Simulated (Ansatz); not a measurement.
# Rh wire along [111], 19 atoms a period: bands along the axis

Wanted: the relaxed geometry and the bands of the Rh wire along [111], 19 atoms a period.

Method: DFT PBE, plane waves, PAW; relaxation of a wire's period; PAW set soft_1, in the first sound run; inputs show where later runs differ, in Ansatz 0.2.0.

## 1. Set-up

The cell holds 19 atoms: 19 Rh. Cell: a = 12.216 Å, b = 13.054 Å, c = 6.634 Å, α = 90.0°, β = 90.0°, γ = 90.0°. Vacuum lies along a and b. The structure's axis is c.

## 2. Relaxing the period

Band widths follow the bond lengths, so the wire is relaxed first. The atoms and the third cell vector are free; the box across stays fixed as vacuum. A Fermi-Dirac smearing is set since the result may be a metal. The pressure printed is a third of the stress's trace over the whole box, vacuum included; only the stress along the axis is relaxed.

input.yaml

```yaml
crystal:
  lattice:
    - [12.216, 0.0, 0.0]
    - [0.0, 13.054, 0.0]
    - [0.0, 0.0, 6.633754593]
  atoms:
    - { symbol: Rh, position: [0.389170718, 0.320345907, 0.0] }
    - { symbol: Rh, position: [0.500017925, 0.500013935, 0.0] }
    - { symbol: Rh, position: [0.610865132, 0.320345907, 0.0] }
    - { symbol: Rh, position: [0.72171234, 0.500013935, 0.0] }
    - { symbol: Rh, position: [0.27832351, 0.61979262, 0.333333333] }
    - { symbol: Rh, position: [0.389170718, 0.440124592, 0.333333333] }
    - { symbol: Rh, position: [0.500017925, 0.61979262, 0.333333333] }
    - { symbol: Rh, position: [0.500017925, 0.260456565, 0.333333333] }
    - { symbol: Rh, position: [0.610865132, 0.440124592, 0.333333333] }
    - { symbol: Rh, position: [0.72171234, 0.61979262, 0.333333333] }
    - { symbol: Rh, position: [0.27832351, 0.38023525, 0.666666667] }
    - { symbol: Rh, position: [0.389170718, 0.559903277, 0.666666667] }
    - { symbol: Rh, position: [0.500017925, 0.38023525, 0.666666667] }
    - { symbol: Rh, position: [0.500017925, 0.739571305, 0.666666667] }
    - { symbol: Rh, position: [0.610865132, 0.559903277, 0.666666667] }
    - { symbol: Rh, position: [0.72171234, 0.38023525, 0.666666667] }
    - { symbol: Rh, position: [0.27832351, 0.500013935, 0.0] }
    - { symbol: Rh, position: [0.389170718, 0.679681962, 0.0] }
    - { symbol: Rh, position: [0.610865132, 0.679681962, 0.0] }
kpoints:
  mp_grid: { grid: [1, 1, 13] }
scf:
  occupations: { method: fermi_dirac, width: 0.05 }
hamiltonian:
  xc: pbe
  pseudopotentials: { kind: paw, azcp: { folder: soft_1 } }
relax:
  cell: { fix: [a, b, alpha, beta, gamma] }
  max_steps: 45
  f_tol: 0.03
```

Started as:

```console
$ ansatz run input.yaml --threads 4 --pin off --max-ram 16384MiB --backend cpu --events-out ev --progress --plain --runs-dir out
```

Numbers of over 12 decimals in the logs are rounded to 6 here.

Output:

```text
Engine: ansatz 0.2.0, aarch64-unknown-linux-gnu
Pseudopotentials: kind: paw
Pseudopotential: Rh, paw, valence charge 17, recommended cutoff 420 eV (normal), soft_1/Rh.paw.azcp
Functional definition: PBE
  parameter kappa = 0.804
  parameter beta = 0.066725
  exchange = pbe_x(kappa = kappa, mu = beta*pi^2/3)
  correlation = pbe_c(beta = beta)
Crystal: 19 atoms, lattice volume = 1057.869 Å³
Basis set: ecut = 420 eV, 20621 PW (Γ), exchange–correlation on 180×180×90 points (8 copies of the dense FFT grid, shifted against one another)
Bands: 194, of which v1, the nominal top of the filled ones, is band 162 counted from 1 (161 counted from 0)
Symmetry: 4 space group operations
Space group: P2/m (ITA 10), of the structure as read, at distance tolerance 1.0e-4 Å
k-points: 7 of 13
Non-local potential: Rh, projectors of the file, l = 0: 3, l = 1: 2, l = 2: 2, l = 3: 1
PAW form: soft (Blöchl's): semilocal exchange-correlation on the pseudo side does not see the compensation charge
PAW one-centre angular grid: Rh, 590 points (default); XC on 64 Gauss nodes
Initial density: superposition of atomic densities (neutral atoms: chi_scale 0, normalization atom)
Initial wavefunctions: pseudopotential atomic-orbital guess
Functional: x = pbe(κ = 0.804, μ = 0.219515), c = pbe(β = 0.066725)
SCF iter   1: F=—  HF=-121639.208300 eV  |F-HF|=—  |Δ(HF+E_count)|=         —  Δρ=4.41e-2  dr2=3.56e1  ethr=3.10e-3  ⟨swp⟩=8.0  Hψ=5324  notcnv=0  defer=29
preconditioner: auto → LDOS  [metal: Δε(μ)=0.043 eV  Ē_g=4.279 eV  σ=0.050 eV  W_gap=0.21  n_scr=208 (ndim 8)  ℏωp=14.9 eV  f_vac=0.602  D(μ)=46.96/eV (n_scr^D=392)  β→1.0]
SCF iter   2: F=—  HF=-121645.599223 eV  |F-HF|=—  |Δ(HF+E_count)|=    6.39e0  Δρ=5.63e-2  dr2=5.99e1  ethr=3.10e-3  ⟨swp⟩=3.9  Hψ=3649  notcnv=0  defer=63
SCF iter   3: F=—  HF=-121631.148972 eV  |F-HF|=—  |Δ(HF+E_count)|=    1.45e1  Δρ=1.34e-2  dr2=2.21e0  ethr=3.10e-3  ⟨swp⟩=2.7  Hψ=2902  notcnv=0  defer=66
SCF iter   4: F=—  HF=-121630.585601 eV  |F-HF|=—  |Δ(HF+E_count)|=   5.63e-1  Δρ=2.76e-3  dr2=8.56e-2  ethr=6.84e-4  ⟨swp⟩=3.9  Hψ=3175  notcnv=0  defer=58
SCF iter   5: F=—  HF=-121630.579260 eV  |F-HF|=—  |Δ(HF+E_count)|=   6.34e-3  Δρ=9.77e-4  dr2=1.50e-2  ethr=2.65e-5  ⟨swp⟩=2.0  Hψ=2314  notcnv=0  defer=58
SCF iter   6: F=—  HF=-121630.580111 eV  |F-HF|=—  |Δ(HF+E_count)|=   8.51e-4  Δρ=3.05e-4  dr2=3.16e-3  ethr=4.66e-6  ⟨swp⟩=2.0  Hψ=1914  notcnv=0  defer=58
SCF iter   7: F=—  HF=-121630.580065 eV  |F-HF|=—  |Δ(HF+E_count)|=   4.65e-5  Δρ=1.39e-4  dr2=2.68e-4  ethr=9.78e-7  ⟨swp⟩=2.0  Hψ=1869  notcnv=0  defer=58
SCF iter   8: F=—  HF=-121630.580063 eV  |F-HF|=—  |Δ(HF+E_count)|=   1.44e-6  Δρ=4.80e-5  dr2=6.40e-5  ethr=8.28e-8  ⟨swp⟩=2.0  Hψ=1979  notcnv=0  defer=58
SCF iter   9: F=—  HF=-121630.580396 eV  |F-HF|=—  |Δ(HF+E_count)|=   3.33e-4  Δρ=2.23e-5  dr2=7.73e-6  ethr=1.98e-8  ⟨swp⟩=2.0  Hψ=1870  notcnv=0  defer=58
SCF iter  10: F=—  HF=-121630.580398 eV  |F-HF|=—  |Δ(HF+E_count)|=   1.94e-6  Δρ=9.48e-6  dr2=2.04e-6  ethr=2.39e-9  ⟨swp⟩=2.0  Hψ=1742  notcnv=0  defer=58
SCF iter  11: F=—  HF=-121630.580398 eV  |F-HF|=—  |Δ(HF+E_count)|=   2.25e-7  Δρ=3.95e-6  dr2=3.30e-7  ethr=6.31e-10  ⟨swp⟩=2.0  Hψ=1815  notcnv=0  defer=58
SCF iter  12: F=-121630.580398 eV  HF=-121630.580398 eV  |F-HF|=1.48e-8  |Δ(HF+E_count)|=   1.52e-8  Δρ=1.73e-6  dr2=3.43e-8  ethr=3.10e-11  ⟨swp⟩=4.0  Hψ=4301  notcnv=0
SCF 1 converged in 12 iterations: F = -121630.580398 eV  dr2 = 3.43e-8
  greatest PAW one-centre occupation: 1.000 electrons in one spin orbital (limit 2), on the Rh atom at site 1 (counted from 0), in its partial waves of l = 0
relax step   1: F+E_penalty+E_count = -121630.58039802 eV  Δ(F+E_penalty+E_count) = +0.000e0 eV  max|allowed force component| = 1.875e0 eV/Å  Δτ_max = 0.0000 Å  P = -4.232 GPa  Ω = 1057.869 Å³  fix = [a, b, alpha, beta, gamma]  reactions: a -3.615, b -3.692 GPa; alpha -0.001 GPa/rad  (12 SCF iters, dr2 threshold 1.00e-7 eV, accepted)
Crystal: 19 atoms, lattice volume = 1024.798 Å³
Basis set: ecut = 420 eV, 20011 PW (Γ), exchange–correlation on 180×180×90 points (8 copies of the dense FFT grid, shifted against one another)
Initial density: handed on by an earlier stage of this run
Initial wavefunctions: those handed on with the density
iter 1 solved again at ethr=3.01e-3 eV; its pass at ethr=3.10e-3 eV (dr2=9.74e0 eV) is discarded
SCF iter   1: F=—  HF=-121633.082454 eV  |F-HF|=—  |Δ(HF+E_count)|=         —  Δρ=2.13e-2  dr2=9.75e0  ethr=3.01e-3  ⟨swp⟩=1.6  Hψ=6343  notcnv=0
preconditioner: auto → LDOS  [metal: Δε(μ)=0.015 eV  Ē_g=4.459 eV  σ=0.050 eV  W_gap=0.08  n_scr=200 (ndim 8)  ℏωp=15.2 eV  f_vac=0.633  D(μ)=40.06/eV (n_scr^D=332)  β→1.0]
SCF iter   2: F=—  HF=-121632.592471 eV  |F-HF|=—  |Δ(HF+E_count)|=   4.90e-1  Δρ=9.54e-3  dr2=6.84e-1  ethr=3.01e-3  ⟨swp⟩=2.0  Hψ=1528  notcnv=0
SCF iter   3: F=—  HF=-121632.639237 eV  |F-HF|=—  |Δ(HF+E_count)|=   4.68e-2  Δρ=6.79e-3  dr2=7.21e-1  ethr=2.12e-4  ⟨swp⟩=2.3  Hψ=2329  notcnv=0  defer=60
SCF iter   4: F=—  HF=-121632.584746 eV  |F-HF|=—  |Δ(HF+E_count)|=   5.45e-2  Δρ=1.98e-3  dr2=4.00e-2  ethr=2.12e-4  ⟨swp⟩=2.0  Hψ=2057  notcnv=0  defer=60
SCF iter   5: F=—  HF=-121632.580586 eV  |F-HF|=—  |Δ(HF+E_count)|=   4.16e-3  Δρ=7.82e-4  dr2=1.25e-2  ethr=1.24e-5  ⟨swp⟩=3.0  Hψ=2626  notcnv=0  defer=60
SCF iter   6: F=—  HF=-121632.578598 eV  |F-HF|=—  |Δ(HF+E_count)|=   1.99e-3  Δρ=2.58e-4  dr2=8.18e-4  ethr=3.86e-6  ⟨swp⟩=2.6  Hψ=1916  notcnv=0  defer=60
SCF iter   7: F=—  HF=-121632.579216 eV  |F-HF|=—  |Δ(HF+E_count)|=   6.18e-4  Δρ=8.36e-5  dr2=1.20e-4  ethr=2.53e-7  ⟨swp⟩=2.0  Hψ=1932  notcnv=0  defer=60
SCF iter   8: F=—  HF=-121632.579237 eV  |F-HF|=—  |Δ(HF+E_count)|=   2.12e-5  Δρ=2.19e-5  dr2=9.38e-6  ethr=3.70e-8  ⟨swp⟩=2.3  Hψ=2030  notcnv=0  defer=60
SCF iter   9: F=-121632.579239 eV  HF=-121632.579240 eV  |F-HF|=2.50e-7  |Δ(HF+E_count)|=   2.71e-6  Δρ=7.79e-6  dr2=7.75e-7  ethr=5.88e-10  ⟨swp⟩=5.0  Hψ=4872  notcnv=0
SCF 2 converged in 9 iterations: F = -121632.579239 eV  dr2 = 7.75e-7
relax step   2: F+E_penalty+E_count = -121632.57923935 eV  Δ(F+E_penalty+E_count) = -1.999e0 eV  max|allowed force component| = 3.978e-1 eV/Å  Δτ_max = 0.1950 Å  P = +0.865 GPa  Ω = 1024.798 Å³  energy of the carried Pulay correction = +4.779e-3 eV  fix = [a, b, alpha, beta, gamma]  reactions: a +1.075, b +1.005 GPa; alpha +0.002 GPa/rad  (9 SCF iters, dr2 threshold 1.90e-6 eV, accepted)
Crystal: 19 atoms, lattice volume = 1024.880 Å³
iter 1 solved again at ethr=6.29e-5 eV; its pass at ethr=3.10e-3 eV (dr2=2.03e-1 eV) is discarded
[...]
relax step   4: F+E_penalty+E_count = -121632.66122785 eV  Δ(F+E_penalty+E_count) = -6.807e-3 eV  max|allowed force component| = 3.099e-2 eV/Å  Δτ_max = 0.0096 Å  P = -0.000 GPa  Ω = 1022.889 Å³  energy of the carried Pulay correction = +5.059e-3 eV  fix = [a, b, alpha, beta, gamma]  reactions: a +0.056, b -0.011 GPa; alpha -0.001 GPa/rad  (7 SCF iters, dr2 threshold 6.55e-7 eV, accepted)
[...]
relax step   5: F+E_penalty+E_count = -121632.66189333 eV  Δ(F+E_penalty+E_count) = -6.655e-4 eV  max|allowed force component| = 6.783e-3 eV/Å  Δτ_max = 0.0053 Å  P = +0.049 GPa  Ω = 1021.584 Å³  energy of the carried Pulay correction = +5.251e-3 eV  fix = [a, b, alpha, beta, gamma]  reactions: a +0.080, b +0.009 GPa; alpha -0.003 GPa/rad  (7 SCF iters, dr2 threshold 6.00e-8 eV, accepted)
[...]
relax step   6: F+E_penalty+E_count = -121632.66194604 eV  Δ(F+E_penalty+E_count) = -5.270e-5 eV  max|allowed force component| = 2.552e-3 eV/Å  Δτ_max = 0.0011 Å  P = +0.031 GPa  Ω = 1022.131 Å³  energy of the carried Pulay correction = +5.171e-3 eV  fix = [a, b, alpha, beta, gamma]  reactions: a +0.078, b +0.008 GPa; alpha -0.002 GPa/rad  (7 SCF iters, dr2 threshold 8.44e-9 eV, accepted)
Initial wavefunctions: pseudopotential atomic-orbital guess (no wavefunctions were taken with the density)
iter 1 solved again at ethr=1.35e-6 eV; its pass at ethr=3.10e-3 eV (dr2=4.36e-3 eV) is discarded
SCF iter   1: F=—  HF=-121632.653876 eV  |F-HF|=—  |Δ(HF+E_count)|=         —  Δρ=7.72e-5  dr2=1.09e-5  ethr=1.35e-6  ⟨swp⟩=4.7  Hψ=9703  notcnv=0
eigensolver tolerance schedule: the retry pair's looser diagonalisation over-reported the residual by 398.36 of it (diagonalisation noise at 0.21 of the residual, at the tolerance the schedule requests for it); recorded, not acted on — ethr = c·dr2/N_el stays at c = 1.0e-1
SCF iter   2: F=—  HF=-121632.654427 eV  |F-HF|=—  |Δ(HF+E_count)|=   5.52e-4  Δρ=3.71e-5  dr2=7.55e-6  ethr=3.38e-9  ⟨swp⟩=3.0  Hψ=2958  notcnv=0
SCF iter   3: F=—  HF=-121632.654425 eV  |F-HF|=—  |Δ(HF+E_count)|=   2.34e-6  Δρ=1.04e-5  dr2=1.04e-6  ethr=2.34e-9  ⟨swp⟩=2.0  Hψ=2395  notcnv=0
SCF iter   4: F=—  HF=-121632.654425 eV  |F-HF|=—  |Δ(HF+E_count)|=   1.59e-7  Δρ=2.73e-6  dr2=7.76e-8  ethr=3.23e-10  ⟨swp⟩=2.9  Hψ=2611  notcnv=0
SCF iter   5: F=—  HF=-121632.654425 eV  |F-HF|=—  |Δ(HF+E_count)|=   6.10e-9  Δρ=7.65e-7  dr2=4.97e-9  ethr=2.40e-11  ⟨swp⟩=2.9  Hψ=2597  notcnv=0
SCF iter   6: F=—  HF=-121632.654425 eV  |F-HF|=—  |Δ(HF+E_count)|=   2.20e-9  Δρ=3.66e-7  dr2=2.74e-9  ethr=1.54e-12  ⟨swp⟩=2.4  Hψ=2173  notcnv=0
SCF iter   7: F=—  HF=-121632.654425 eV  |F-HF|=—  |Δ(HF+E_count)|=  4.37e-11  Δρ=1.40e-7  dr2=5.10e-10  ethr=1.00e-12  ⟨swp⟩=1.1  Hψ=1359  notcnv=0
SCF iter   8: F=-121632.654425 eV  HF=-121632.654425 eV  |F-HF|=0.00e0  |Δ(HF+E_count)|=  4.37e-11  Δρ=4.88e-8  dr2=5.58e-11  ethr=1.00e-12  ⟨swp⟩=4.6  Hψ=3913  notcnv=0
SCF 7 converged in 8 iterations: F = -121632.654425 eV  dr2 = 5.58e-11
relax step   7: F+E_penalty+E_count = -121632.65442466 eV  Δ(F+E_penalty+E_count) = +7.521e-3 eV  max|allowed force component| = 3.295e-3 eV/Å  Δτ_max = 0.0000 Å  P = +0.041 GPa  Ω = 1022.131 Å³  fix = [a, b, alpha, beta, gamma]  reactions: a +0.085, b +0.016 GPa; alpha -0.002 GPa/rad  stress off target by 2.23e-2 GPa on what of the cell is left free  SCF on the basis re-selected at this cell (its energy is not comparable with the rows above)  (8 SCF iters)
basis re-selected at this cell: Δ(F+E_penalty+E_count) = +7.521e-3 eV, ΔP = +0.010 GPa vs the last step (what re-selecting the basis moved, of the pressure what is left beyond the Pulay correction that the steps carried, after the strain that the cell walked since its last selection, with what the two solves' SCF thresholds leave and, on support functions, any second-order correction that the steps lacked; it is no m [...]
SCF converged after 8 iterations
Free energy (F): -121632.654425 eV
Harris-Foulkes:  -121632.654425 eV  (|F-HF|=0.00e0)
Internal energy: -121632.299380 eV  (E = F + TS)
E sigma→0 (E₀):  -121632.476902 eV
Entropy (-TS):   -0.355045 eV (-18.687 meV/atom)
Fermi energy:    2.454540 eV
--- Per-component energies (eV) ---
  E_band       = -7886.308389
  E_kinetic    = 10195.903592
  E_local      = -195273.671122  (includes V_loc(G=0)·N_el)
  E_nonlocal   = 5708.320544
  E_hartree    = 90883.750412
  E_xc         = -3804.905611
  E_vxc        = -4770.088880  (∫ρ·V_xc dr)
  E_paw        = -68479.591672  (= ΣΔE_a)
  E_vpaw       = -5514.276150  (= ΣTr[D̂ρ^β])
  E_aug_tail   = 0.001263  (compensation charges beyond the density's cutoff)
  E_ewald      = 39137.893214
  E_smearing   = -0.355045  (= −TS)
  E_closure    = 0.000000  (closes the sum)
  Σ components = -121632.654425   (vs F -121632.654425, Δ=0.00e0)
--- Forces (eV/Å), atoms counted from 1 ---
  atom   1  Rh     0.00056892     0.00107980    -0.00006129
  atom   2  Rh     0.00000000     0.00000000     0.00000000
  atom   3  Rh    -0.00056892     0.00107980    -0.00006129
  atom   4  Rh    -0.00106586     0.00000000     0.00000000
  atom   5  Rh    -0.00252358     0.00166641     0.00279443
  atom   6  Rh     0.00003548    -0.00012682    -0.00172025
  atom   7  Rh     0.00000000    -0.00051938    -0.00188486
  atom   8  Rh    -0.00000000    -0.00329451     0.00251349
  atom   9  Rh    -0.00003548    -0.00012682    -0.00172025
  atom  10  Rh     0.00252358     0.00166641     0.00279443
  atom  11  Rh    -0.00252358    -0.00166641    -0.00279443
  atom  12  Rh     0.00003548     0.00012682     0.00172025
  atom  13  Rh     0.00000000     0.00051938     0.00188486
  atom  14  Rh     0.00000000     0.00329451    -0.00251349
  atom  15  Rh    -0.00003548     0.00012682     0.00172025
  atom  16  Rh     0.00252358    -0.00166641    -0.00279443
  atom  17  Rh     0.00106586     0.00000000     0.00000000
  atom  18  Rh     0.00056892    -0.00107980     0.00006129
  atom  19  Rh    -0.00056892    -0.00107980     0.00006129
  max |Σ_I F_I| component: 4.34e-19 eV/Å
--- Stress (GPa, compression-positive) ---
        0.085221       0.000000       0.000000
        0.000000       0.016170       0.001862
        0.000000       0.001862       0.022292
  P = ⅓ Tr σ = 0.0412 GPa (0.412 kbar)
--- Relaxed structure (6 steps of the walk, 6 accepted, 1 SCFs on fresh bases) ---
  F+E_penalty+E_count = -121632.65442466 eV   max|allowed force component| = 3.295e-3 eV/Å   (the final SCF, on the basis selected at the relaxed cell)
  cell:  # Å, volume = 1022.1310 Å³
    - [12.216, 0.0, 0.0]
    - [0.0, 13.054, 0]
    - [0.0, 0, 6.409644]
  atoms:
    - { symbol: Rh, position: [0.392574, 0.325812, 6.914902072530474e-5] }
    - { symbol: Rh, position: [0.500017925, 0.500014, 0] }
    - { symbol: Rh, position: [0.607461, 0.325812, 6.914902072530474e-5] }
    - { symbol: Rh, position: [0.714837, 0.500014, 0] }
    - { symbol: Rh, position: [0.288977, 0.614090, 0.324932] }
    - { symbol: Rh, position: [0.385390, 0.438106, 0.336242] }
    - { symbol: Rh, position: [0.500017925, 0.623657, 0.336199] }
    - { symbol: Rh, position: [0.500017925, 0.271965, 0.325178] }
    - { symbol: Rh, position: [0.614646, 0.438106, 0.336242] }
    - { symbol: Rh, position: [0.711059, 0.614090, 0.324932] }
    - { symbol: Rh, position: [0.288977, 0.385938, 0.675068] }
    - { symbol: Rh, position: [0.385390, 0.561922, 0.663758] }
    - { symbol: Rh, position: [0.500017925, 0.376370, 0.663801] }
    - { symbol: Rh, position: [0.500017925, 0.728063, 0.674822] }
    - { symbol: Rh, position: [0.614646, 0.561922, 0.663758] }
    - { symbol: Rh, position: [0.711059, 0.385938, 0.675068] }
    - { symbol: Rh, position: [0.285199, 0.500014, 0] }
    - { symbol: Rh, position: [0.392574, 0.674216, -6.914902072530465e-5] }
    - { symbol: Rh, position: [0.607461, 0.674216, -6.914902072530465e-5] }
```

Elapsed: 3.8 min, on 4 threads of Arm Neoverse V1, shared host; peak memory 3.8 GiB; 15 min of CPU time.

(Continued in part 2 of 2.)

[Logs are printed without paths, hosts, clocks, repeated set-up lines and the standing remarks that a program may print on its own settings, such as how far it seeks lower states.]

[Hosts, paths, dates, database ids (printed as entryN), source tags and the programs' standing remarks are cut or masked in the printed files.]
